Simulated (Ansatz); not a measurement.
# W(100) with 4 thermally displaced layers, 2x2: scattering by thermal displacements, part 2 of 2

Aim: the resistivity of W at 180 K from frozen thermal displacements between perfect leads.

Ansatz 0.2.0; Ansatz plane-wave DFT, PBE, PAW files; ballistic transport by layer matching (Landauer), zero bias; PAW set soft_1.

So far, open channels per spin nearest the Fermi level: step 2 (with 4 displaced layers) 5.66.

## Step 3: With 8 displaced layers

Each atom of 8 layers is moved at random, by amounts drawn from a normal law 0.0317 Å wide in each direction from the Debye model (400 K) at 180 K. A fresh draw is used; the growth of the resistance with length is what counts.

System of this step: W(100) with 8 thermally displaced layers, 2x2. The cell holds 72 atoms: 72 W. Cell: a = 6.330 Å, b = 6.330 Å, c = 28.483 Å, α = 90.0°, β = 90.0°, γ = 90.0°. It derives from W. Regions: lead, 40 atoms (40 W); scattering region, 32 atoms (32 W). The structure is stacked along c, and the current runs across the ab planes.

Contents of input.yaml:

```yaml
crystal:
  lattice:
    - [6.3296, 0.0, 0.0]
    - [0.0, 6.3296, 0.0]
    - [0.0, 0.0, 28.4832]
  atoms:
    - { symbol: W, position: [0.0, 0.0, 0.0277777778] }
    - { symbol: W, position: [0.0, 0.5, 0.0277777778] }
    - { symbol: W, position: [0.5, 0.0, 0.0277777778] }
    - { symbol: W, position: [0.5, 0.5, 0.0277777778] }
    - { symbol: W, position: [0.25, 0.25, 0.0833333333] }
    - { symbol: W, position: [0.25, 0.75, 0.0833333333] }
    - { symbol: W, position: [0.75, 0.25, 0.0833333333] }
    - { symbol: W, position: [0.75, 0.75, 0.0833333333] }
    - { symbol: W, position: [0.0, 0.0, 0.1388888889] }
    - { symbol: W, position: [0.0, 0.5, 0.1388888889] }
    - { symbol: W, position: [0.5, 0.0, 0.1388888889] }
    - { symbol: W, position: [0.5, 0.5, 0.1388888889] }
    - { symbol: W, position: [0.25, 0.25, 0.1944444444] }
    - { symbol: W, position: [0.25, 0.75, 0.1944444444] }
    - { symbol: W, position: [0.75, 0.25, 0.1944444444] }
    - { symbol: W, position: [0.75, 0.75, 0.1944444444] }
    - { symbol: W, position: [0.0, 0.0, 0.25] }
    - { symbol: W, position: [0.0, 0.5, 0.25] }
    - { symbol: W, position: [0.5, 0.0, 0.25] }
    - { symbol: W, position: [0.5, 0.5, 0.25] }
    - { symbol: W, position: [0.2482569372, 0.2527648825, 0.3051320457] }
    - { symbol: W, position: [0.2522009006, 0.7549112112, 0.3049493175] }
    - { symbol: W, position: [0.7561737409, 0.2581313894, 0.3067578025] }
    - { symbol: W, position: [0.7558433876, 0.7554991087, 0.3080675086] }
    - { symbol: W, position: [0.0009318678, 1.04492e-05, 0.3617830787] }
    - { symbol: W, position: [0.9954464991, 0.4922126956, 0.3601283991] }
    - { symbol: W, position: [0.501867965, 0.0023717908, 0.3593993373] }
    - { symbol: W, position: [0.4905567057, 0.4984149287, 0.3609015831] }
    - { symbol: W, position: [0.2497533173, 0.2533660713, 0.4180358041] }
    - { symbol: W, position: [0.2511576665, 0.7530718733, 0.4154464194] }
    - { symbol: W, position: [0.7441022369, 0.2511844497, 0.4174072183] }
    - { symbol: W, position: [0.7536412332, 0.7529718847, 0.4175403741] }
    - { symbol: W, position: [0.0040603089, 0.991214908, 0.4714042324] }
    - { symbol: W, position: [0.002282076, 0.5029915888, 0.4705374853] }
    - { symbol: W, position: [0.5058814851, 0.9977997882, 0.4719632602] }
    - { symbol: W, position: [0.5013728696, 0.5037585147, 0.4706254778] }
    - { symbol: W, position: [0.2549632152, 0.2503875333, 0.526918956] }
    - { symbol: W, position: [0.2486198379, 0.7390406623, 0.5270562168] }
    - { symbol: W, position: [0.7509120571, 0.2464449688, 0.5274123138] }
    - { symbol: W, position: [0.7492641641, 0.7502425717, 0.5289149465] }
    - { symbol: W, position: [0.9998751778, 0.998696575, 0.5839334788] }
    - { symbol: W, position: [0.0104117249, 0.4982815346, 0.5839047577] }
    - { symbol: W, position: [0.4920917219, 0.0067460257, 0.5840680025] }
    - { symbol: W, position: [0.5066823796, 0.4997038842, 0.5821714534] }
    - { symbol: W, position: [0.2544427152, 0.2537780599, 0.6379228551] }
    - { symbol: W, position: [0.2426150105, 0.7522518548, 0.6386979281] }
    - { symbol: W, position: [0.763096855, 0.2469202964, 0.6382999776] }
    - { symbol: W, position: [0.7494446511, 0.7416517502, 0.6378982896] }
    - { symbol: W, position: [0.0082444917, 0.999341301, 0.6937665926] }
    - { symbol: W, position: [0.9936229687, 0.5029104214, 0.6951779038] }
    - { symbol: W, position: [0.5012858087, 0.9980486259, 0.6947848675] }
    - { symbol: W, position: [0.5019132086, 0.4965861863, 0.6951378323] }
    - { symbol: W, position: [0.25, 0.25, 0.75] }
    - { symbol: W, position: [0.25, 0.75, 0.75] }
    - { symbol: W, position: [0.75, 0.25, 0.75] }
    - { symbol: W, position: [0.75, 0.75, 0.75] }
    - { symbol: W, position: [0.0, 0.0, 0.8055555556] }
    - { symbol: W, position: [0.0, 0.5, 0.8055555556] }
    - { symbol: W, position: [0.5, 0.0, 0.8055555556] }
    - { symbol: W, position: [0.5, 0.5, 0.8055555556] }
    - { symbol: W, position: [0.25, 0.25, 0.8611111111] }
    - { symbol: W, position: [0.25, 0.75, 0.8611111111] }
    - { symbol: W, position: [0.75, 0.25, 0.8611111111] }
    - { symbol: W, position: [0.75, 0.75, 0.8611111111] }
    - { symbol: W, position: [0.0, 0.0, 0.9166666667] }
    - { symbol: W, position: [0.0, 0.5, 0.9166666667] }
    - { symbol: W, position: [0.5, 0.0, 0.9166666667] }
    - { symbol: W, position: [0.5, 0.5, 0.9166666667] }
    - { symbol: W, position: [0.25, 0.25, 0.9722222222] }
    - { symbol: W, position: [0.25, 0.75, 0.9722222222] }
    - { symbol: W, position: [0.75, 0.25, 0.9722222222] }
    - { symbol: W, position: [0.75, 0.75, 0.9722222222] }
kpoints:
  mp_grid: { grid: [4, 4, 1] }
hamiltonian:
  xc: pbe
  pseudopotentials: { kind: paw, azcp: { folder: soft_1 } }
scf:
  occupations: { method: fermi_dirac, width: 0.1 }
output:
  transmission: { leads: [[0, 4]], kmesh: [8, 8], e_range: [-0.05, 0.05], de: 0.05 }
  write_potential: true
  write_density: true
  volumetric_format: npy
```

On the command line:

```bash
ansatz run input.yaml --threads 4 --pin off --max-ram 15360MiB --backend cpu --events-out ev --progress --plain --runs-dir out
```

Numbers of over 12 decimals in the logs are rounded to 6 here.

The program printed:

```text
[...]
Crystal: 72 atoms, lattice volume = 1141.146 Å³
Basis set: ecut = 420 eV, 22299 PW (Γ)
Bands: 605, of which v1, the nominal top of the filled ones, is band 504 counted from 1 (503 counted from 0)
Symmetry: 1 space group operations
[...]
k-points: 10 of 16 (time reversal used)
[...]
SCF iter   1: F=—  HF=-747799.399646 eV  |F-HF|=—  |Δ(HF+E_count)|=         —  Δρ=6.30e-2  dr2=3.90e1  ethr=3.10e-3  ⟨swp⟩=5.2  Hψ=21913  notcnv=0
[...]
SCF iter   8: F=-747785.711042 eV  HF=-747785.711042 eV  |F-HF|=3.38e-9  |Δ(HF+E_count)|=   5.82e-9  Δρ=4.19e-7  dr2=4.63e-9  ethr=9.92e-12  ⟨swp⟩=6.1  Hψ=10163  notcnv=0
SCF 1 converged in 8 iterations: F = -747785.711042 eV  dr2 = 4.63e-9
[...]
transmission: 123 of 1224 steps passed
transmission: 249 of 1224 steps passed
[...]
transmission: 1224 of 1224 steps passed
SCF converged after 8 iterations
Free energy (F): -747785.711042 eV
[...]
Internal energy: -747784.474098 eV  (E = F + TS)
E sigma→0 (E₀):  -747785.092570 eV
Entropy (-TS):   -1.236943 eV (-17.180 meV/atom)
Fermi energy:    22.427943 eV
[...]
--- Band table (eV; the first three rows and the last of 10) ---
  k-point 0: bands = [... 500 lower, 22.3315, 22.3419, 22.3755, 22.3893, 22.4009, 22.4172, 22.4454, 22.4527, ... 97 higher]
  k-point 1: bands = [... 500 lower, 22.3112, 22.3190, 22.3328, 22.3431, 22.3801, 22.4030, 22.4486, 22.4594, ... 97 higher]
  k-point 2: bands = [... 500 lower, 22.4746, 22.4970, 22.5035, 22.5139, 22.5744, 22.5978, 22.6016, 22.6113, ... 97 higher]
  k-point 9: bands = [... 500 lower, 21.7241, 21.7274, 21.7529, 21.7555, 22.5234, 22.5304, 22.5426, 22.5628, ... 97 higher]
--- Transmission ---
  basis      : 349 plane waves across, 36 finite elements along
  points     : 34, standing for a mesh of 8 x 8
[...]
channels       : 5.281250e0 a spin
[...]
slowest decay  : 0.0387 /Å at (0.5000, 0.5000)
  junction   : crystal 0 to crystal 0, 0.70 to 27.60 Å
    transmission   : 4.646354e0 a spin
[...]
```

The job ended after 24 min (4 threads of Arm Neoverse V1, shared host; peak memory 8.1 GiB; 79 min of CPU time).

This step gave:

- free energy: -747785.7110 eV
- energy at zero smearing: -747785.0926 eV
- Fermi energy: 22.43 eV
- transmission per spin nearest the Fermi level: 4.646
- open channels per spin nearest the Fermi level: 5.281
- step of the lead's potential: 4 meV

Per spin. Transmission, zone mean against energy, zero at the Fermi level:

| energy (eV) | transmission, zone mean |
| --- | --- |
| -0.0500 | 4.42 |
| 0.0000 | 4.65 |
| 0.0500 | 5.01 |

Over the solved energies the transmission per spin lies between 4.42 and 5.01, out of 5.20 channels of the lead on average (up to 5.66).

## Step 4: With 12 displaced layers

Each atom of 12 layers is moved at random, by amounts drawn from a normal law 0.0317 Å wide in each direction from the Debye model (400 K) at 180 K. A fresh draw is used; the growth of the resistance with length is what counts.

System of this step: W(100) with 12 thermally displaced layers, 2x2. The cell holds 88 atoms: 88 W. Its edges and angles: a = 6.330 Å, b = 6.330 Å, c = 34.813 Å, α = 90.0°, β = 90.0°, γ = 90.0°. It derives from W. Regions: lead, 40 atoms (40 W); scattering region, 48 atoms (48 W). The structure is stacked along c, and the current runs across the ab planes.

Contents of input.yaml:

```yaml
crystal:
  lattice:
    - [6.3296, 0.0, 0.0]
    - [0.0, 6.3296, 0.0]
    - [0.0, 0.0, 34.8128]
  atoms:
    - { symbol: W, position: [0.0, 0.0, 0.0227272727] }
    - { symbol: W, position: [0.0, 0.5, 0.0227272727] }
    - { symbol: W, position: [0.5, 0.0, 0.0227272727] }
    - { symbol: W, position: [0.5, 0.5, 0.0227272727] }
    - { symbol: W, position: [0.25, 0.25, 0.0681818182] }
    - { symbol: W, position: [0.25, 0.75, 0.0681818182] }
    - { symbol: W, position: [0.75, 0.25, 0.0681818182] }
    - { symbol: W, position: [0.75, 0.75, 0.0681818182] }
    - { symbol: W, position: [0.0, 0.0, 0.1136363636] }
    - { symbol: W, position: [0.0, 0.5, 0.1136363636] }
    - { symbol: W, position: [0.5, 0.0, 0.1136363636] }
    - { symbol: W, position: [0.5, 0.5, 0.1136363636] }
    - { symbol: W, position: [0.25, 0.25, 0.1590909091] }
    - { symbol: W, position: [0.25, 0.75, 0.1590909091] }
    - { symbol: W, position: [0.75, 0.25, 0.1590909091] }
    - { symbol: W, position: [0.75, 0.75, 0.1590909091] }
    - { symbol: W, position: [0.0, 0.0, 0.2045454545] }
    - { symbol: W, position: [0.0, 0.5, 0.2045454545] }
    - { symbol: W, position: [0.5, 0.0, 0.2045454545] }
    - { symbol: W, position: [0.5, 0.5, 0.2045454545] }
    - { symbol: W, position: [0.2393940449, 0.243537094, 0.2497229496] }
    - { symbol: W, position: [0.2494560082, 0.7441625659, 0.2502996624] }
    - { symbol: W, position: [0.755292587, 0.2522614679, 0.2502046805] }
    - { symbol: W, position: [0.7541526134, 0.7520278136, 0.2489586046] }
    - { symbol: W, position: [0.9989843891, 0.0064744479, 0.2944176155] }
    - { symbol: W, position: [0.0003123435, 0.4980490142, 0.2946359203] }
    - { symbol: W, position: [0.4949284088, 0.0005064991, 0.2957420178] }
    - { symbol: W, position: [0.501549356, 0.4927498361, 0.2951913297] }
    - { symbol: W, position: [0.251733365, 0.2547470964, 0.3415221483] }
    - { symbol: W, position: [0.2541695692, 0.7555008149, 0.3416601768] }
    - { symbol: W, position: [0.7459127401, 0.2502910044, 0.3402589949] }
    - { symbol: W, position: [0.7380597833, 0.7415723717, 0.3428133458] }
    - { symbol: W, position: [0.9943981137, 0.9887585605, 0.3858304881] }
    - { symbol: W, position: [0.0076224257, 0.4997745914, 0.3867356445] }
    - { symbol: W, position: [0.4986446865, 0.999582707, 0.3875183106] }
    - { symbol: W, position: [0.5039909372, 0.4995675527, 0.3871764357] }
    - { symbol: W, position: [0.2553871528, 0.2489011473, 0.4320642983] }
    - { symbol: W, position: [0.2512741271, 0.7466493022, 0.4328673217] }
    - { symbol: W, position: [0.7491624379, 0.2468941099, 0.4302905289] }
    - { symbol: W, position: [0.7436555384, 0.7576481552, 0.4307789018] }
    - { symbol: W, position: [0.0021536979, 0.9981592061, 0.4777388529] }
    - { symbol: W, position: [0.0030197924, 0.4961078698, 0.4770066637] }
    - { symbol: W, position: [0.500498151, 0.0005743185, 0.4772467378] }
    - { symbol: W, position: [0.4984293434, 0.5031557262, 0.4784733956] }
    - { symbol: W, position: [0.2527099792, 0.2462890947, 0.5230882189] }
    - { symbol: W, position: [0.2503063635, 0.7523145098, 0.5244090288] }
    - { symbol: W, position: [0.7489272827, 0.2499423315, 0.5219190243] }
    - { symbol: W, position: [0.7485512718, 0.7471463988, 0.5241856768] }
    - { symbol: W, position: [0.0015240646, 0.9971325226, 0.5699407192] }
    - { symbol: W, position: [0.9933409806, 0.504318186, 0.5691082248] }
    - { symbol: W, position: [0.5028776463, 0.9986906374, 0.5680638619] }
    - { symbol: W, position: [0.4982779916, 0.5039412126, 0.566058776] }
    - { symbol: W, position: [0.2474367379, 0.2507618166, 0.6131065742] }
    - { symbol: W, position: [0.2408869774, 0.7487825071, 0.6129479547] }
    - { symbol: W, position: [0.754012374, 0.2570062911, 0.6136996105] }
    - { symbol: W, position: [0.7403026926, 0.7490163373, 0.6127939304] }
    - { symbol: W, position: [0.0034194836, 0.008480616, 0.659380275] }
    - { symbol: W, position: [0.0102043161, 0.5075936663, 0.6597258643] }
    - { symbol: W, position: [0.4956868949, 0.0010473206, 0.6578701065] }
    - { symbol: W, position: [0.5057706041, 0.5011969559, 0.6604572736] }
    - { symbol: W, position: [0.2521069596, 0.2409537261, 0.7052634982] }
    - { symbol: W, position: [0.2553872391, 0.7590710256, 0.703792652] }
    - { symbol: W, position: [0.7461110148, 0.2510624654, 0.7037172432] }
    - { symbol: W, position: [0.7438243479, 0.7452238828, 0.7070338305] }
    - { symbol: W, position: [0.9974960589, 0.9955325807, 0.7496975351] }
    - { symbol: W, position: [0.0005644014, 0.5070058195, 0.75095725] }
    - { symbol: W, position: [0.5044731337, 0.0007378576, 0.7502361724] }
    - { symbol: W, position: [0.4973116113, 0.4929593804, 0.7519502276] }
    - { symbol: W, position: [0.25, 0.25, 0.7954545455] }
    - { symbol: W, position: [0.25, 0.75, 0.7954545455] }
    - { symbol: W, position: [0.75, 0.25, 0.7954545455] }
    - { symbol: W, position: [0.75, 0.75, 0.7954545455] }
    - { symbol: W, position: [0.0, 0.0, 0.8409090909] }
    - { symbol: W, position: [0.0, 0.5, 0.8409090909] }
    - { symbol: W, position: [0.5, 0.0, 0.8409090909] }
    - { symbol: W, position: [0.5, 0.5, 0.8409090909] }
    - { symbol: W, position: [0.25, 0.25, 0.8863636364] }
    - { symbol: W, position: [0.25, 0.75, 0.8863636364] }
    - { symbol: W, position: [0.75, 0.25, 0.8863636364] }
    - { symbol: W, position: [0.75, 0.75, 0.8863636364] }
    - { symbol: W, position: [0.0, 0.0, 0.9318181818] }
    - { symbol: W, position: [0.0, 0.5, 0.9318181818] }
    - { symbol: W, position: [0.5, 0.0, 0.9318181818] }
    - { symbol: W, position: [0.5, 0.5, 0.9318181818] }
    - { symbol: W, position: [0.25, 0.25, 0.9772727273] }
    - { symbol: W, position: [0.25, 0.75, 0.9772727273] }
    - { symbol: W, position: [0.75, 0.25, 0.9772727273] }
    - { symbol: W, position: [0.75, 0.75, 0.9772727273] }
kpoints:
  mp_grid: { grid: [4, 4, 1] }
hamiltonian:
  xc: pbe
  pseudopotentials: { kind: paw, azcp: { folder: soft_1 } }
scf:
  occupations: { method: fermi_dirac, width: 0.1 }
output:
  transmission: { leads: [[0, 4]], kmesh: [8, 8], e_range: [-0.05, 0.05], de: 0.05 }
  write_potential: true
  write_density: true
  volumetric_format: npy
```

The program printed:

```text
[...]
Crystal: 88 atoms, lattice volume = 1394.734 Å³
Basis set: ecut = 420 eV, 27305 PW (Γ)
Bands: 740, of which v1, the nominal top of the filled ones, is band 616 counted from 1 (615 counted from 0)
Symmetry: 1 space group operations
[...]
k-points: 10 of 16 (time reversal used)
[...]
SCF iter   1: F=—  HF=-913976.570268 eV  |F-HF|=—  |Δ(HF+E_count)|=         —  Δρ=6.29e-2  dr2=4.80e1  ethr=3.10e-3  ⟨swp⟩=5.0  Hψ=26935  notcnv=0
[...]
SCF iter   8: F=-913959.787118 eV  HF=-913959.787118 eV  |F-HF|=1.72e-8  |Δ(HF+E_count)|=   3.84e-9  Δρ=3.61e-7  dr2=1.82e-8  ethr=8.12e-12  ⟨swp⟩=6.4  Hψ=15071  notcnv=0
SCF 1 converged in 8 iterations: F = -913959.787118 eV  dr2 = 1.82e-8
[...]
transmission: 182 of 1802 steps passed
transmission: 362 of 1802 steps passed
[...]
transmission: 1802 of 1802 steps passed
SCF converged after 8 iterations
Free energy (F): -913959.787118 eV
[...]
Internal energy: -913958.303875 eV  (E = F + TS)
E sigma→0 (E₀):  -913959.045497 eV
Entropy (-TS):   -1.483243 eV (-16.855 meV/atom)
Fermi energy:    22.426490 eV
[...]
--- Band table (eV; the first three rows and the last of 10) ---
  k-point 0: bands = [... 612 lower, 22.2254, 22.2323, 22.2378, 22.2459, 22.2603, 22.2852, 22.4383, 22.4963, ... 120 higher]
  k-point 1: bands = [... 612 lower, 22.3666, 22.3696, 22.3732, 22.3780, 22.3923, 22.4041, 22.4510, 22.4719, ... 120 higher]
  k-point 2: bands = [... 612 lower, 22.4409, 22.4608, 22.4705, 22.4878, 22.5070, 22.5246, 22.5347, 22.5529, ... 120 higher]
  k-point 9: bands = [... 612 lower, 21.7194, 21.7273, 21.7490, 21.7584, 22.5183, 22.5346, 22.5536, 22.5576, ... 120 higher]
--- Transmission ---
  basis      : 349 plane waves across, 53 finite elements along
  points     : 34, standing for a mesh of 8 x 8
[...]
channels       : 5.031250e0 a spin
[...]
slowest decay  : 0.0387 /Å at (0.5000, 0.5000)
  junction   : crystal 0 to crystal 0, 0.70 to 33.93 Å
    transmission   : 4.372327e0 a spin
[...]
```

Run time: 28 min. Hardware: 4 threads; peak memory 8.3 GiB.

This step gave:

* free energy: -913959.7871 eV
* energy at zero smearing: -913959.0455 eV
* transmission per spin nearest the Fermi level: 4.372
* open channels per spin nearest the Fermi level: 5.031
* step of the lead's potential: 3.2 meV

Per spin. Transmission, zone mean against energy, zero at the Fermi level:

| energy (eV) | transmission, zone mean |
| --- | --- |
| -0.0500 | 4.22 |
| 0.0000 | 4.37 |
| 0.0500 | 4.80 |

Over the solved energies the transmission per spin lies between 4.22 and 4.80, out of 5.11 channels of the lead on average (up to 5.66).

## Step 5: Resistance against length

This step: Ansatz plane-wave DFT, PBE, PAW files; ballistic transport by layer matching (Landauer), zero bias; resistivity from the slope of the area resistance; PAW set soft_1 (Ansatz 0.2.0).

This step gave:

```yaml
resistivity: 8.362 µΩ cm
intercept: -0.007130 fΩ m²
scatter_about_the_fit: 0.006166 fΩ m²
```

Resistance, by row:

| run | length (Å) | T | channels N | RA (fΩ m²) |
| --- | --- | --- | --- | --- |
| n4 | 6.33 | 5.258 | 5.49 | 0.04144 |
| n8 | 12.66 | 4.691 | 5.198 | 0.1074 |
| n12 | 18.99 | 4.464 | 5.115 | 0.1473 |

Area resistance against length of the displaced region:

| length of the displaced region (Å) | area resistance (fΩ m²) |
| --- | --- |
| 6.33 | 0.0414 |
| 12.66 | 0.107 |
| 18.99 | 0.147 |

The area resistance goes from 0.041 to 0.15 fΩ m² between 6.3 and 19.0 Å, a slope of 8.4 µΩ cm.

By hand from the end points: (0.1473 − 0.04144) fΩ m² / (18.99 − 6.33) Å = 8.4 µΩ cm, since 1 fΩ m² per Å is 1000 µΩ cm.

## Step 6: Outcome

| Property | Result |
| --- | --- |
| resistivity from the slope | 8.36 µΩ cm |
| area resistance over 6.33 Å | 0.0414 fΩ m² |
| area resistance over 12.7 Å | 0.107 fΩ m² |
| area resistance over 19.0 Å | 0.147 fΩ m² |

**Reading.** The slope gives 8.4 µΩ cm. The points scatter by 0.0062 fΩ m² about the line, with one random draw a length in a 2x2 cell, so the slope is a rough value. The mean square of the displacements drawn is 0.78, 0.91 and 1.0 of the nominal one at the three lengths; with each resistance scaled back by that, the slope is 7.2 µΩ cm, the value used below. The lead's own channel count moves between the runs (5.49, 5.20 and 5.11), which shifts RA and the slope too. Read with a model of isotropic scattering on a spherical Fermi surface and the lead's 1.1×10¹⁵ S/m², this slope means a mean free path near 115 Å; over these lengths the model's slope is 1.17 times its bulk resistivity, which would be 6.1 µΩ cm. Uncorrelated displacements put too much weight on short waves, which scatter strongly; with the sideways repeat of a small cell, one draw and three short lengths, the method is good to a factor of two or three. Spin-orbit coupling is left out, which matters for W.

[Logs are printed without paths, hosts, clocks, repeated set-up lines and the standing remarks that a program may print on its own settings, such as how far it seeks lower states.]

[Hosts, paths, dates, database ids (printed as entryN), source tags and the programs' standing remarks are cut or masked in the printed files.]
